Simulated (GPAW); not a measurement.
A computed N K-edge spectrum of one site in a crystal of Br, N and Zr, with its zero at a photon energy of about 393.0 eV (raw 400.7 eV, less 7.8 eV of added terms; LDA puts this hole about 4 eV below PBE, itself good to a few eV). Method: GPAW, LDA, full core hole (charged cell) in a small cell, dipole transitions, broadening that rises with energy.

Energy from the lowest empty level; intensity scaled to a mean of 1 over the first 20 eV:

```tsv
E (eV)	intensity
-2.0	0.00
-1.5	0.00
-1.0	0.00
-0.5	0.00
0.0	0.06
0.5	0.45
1.0	1.49
1.5	2.38
2.0	1.70
2.5	1.07
3.0	1.09
3.5	1.13
4.0	1.14
4.5	1.36
5.0	1.48
5.5	1.59
6.0	1.55
6.5	1.34
7.0	1.12
7.5	1.10
8.0	1.12
8.5	1.00
9.0	0.84
9.5	0.77
10.0	0.76
10.5	0.74
11.0	0.72
11.5	0.73
12.0	0.78
12.5	0.86
13.0	0.91
13.5	0.92
14.0	0.91
14.5	0.89
15.0	0.85
15.5	0.80
16.0	0.75
16.5	0.72
17.0	0.73
17.5	0.75
18.0	0.76
18.5	0.76
19.0	0.74
19.5	0.71
20.0	0.67
20.5	0.64
21.0	0.61
21.5	0.59
22.0	0.57
22.5	0.56
23.0	0.55
23.5	0.55
24.0	0.55
24.5	0.56
25.0	0.58
25.5	0.60
26.0	0.63
26.5	0.66
27.0	0.69
27.5	0.70
28.0	0.70
28.5	0.70
29.0	0.69
29.5	0.68
30.0	0.67
30.5	0.67
31.0	0.68
31.5	0.69
32.0	0.70
```

**Question.** What surroundings does the absorber have?

A K edge sees empty p states; the first features are N p mixed into the empty d states of the Zr neighbours, and the broad ones above probably into the cations' higher empty bands. It is atom 5 of ZrBrN (Pmmn), with 4 Zr at 2.12 Å (4-fold, site symmetry mm2). Its main maxima below 24 eV lie at 1.5 eV (2.38), 3.3 eV (1.15), 5.6 eV (1.60) and 13.5 eV (0.92). A near-edge spectrum doesn't fix the structure by itself; it is matched against candidates. The mesh is coarse (0.32 Å⁻¹ between points), so small maxima may be mesh ripples. Lifetime broadening is put in by hand, and intensities beyond about 20 eV depend on it and on the partial waves; weight that the partial waves miss at high energy is lost. The structure is a published determination, not relaxed.

[Banner, clock and machine lines of the logs are left out without a mark of their own.]

[Logs are printed without paths, hosts, clocks, repeated set-up lines and the standing remarks that a program may print on its own settings, such as how far it seeks lower states.]

[Hosts, paths, dates, database ids (printed as entryN), source tags and the programs' standing remarks are cut or masked in the printed files.]

[Lists of maxima count a maximum above −3 eV only where it reaches 4 % of the highest in the window and stands out from its surroundings by 2 % of it (1.5 % where it reaches 55 %); shoulders and weaker maxima are passed over, and of the rest the first, up to two pre-edge ones and the few strongest are named.]
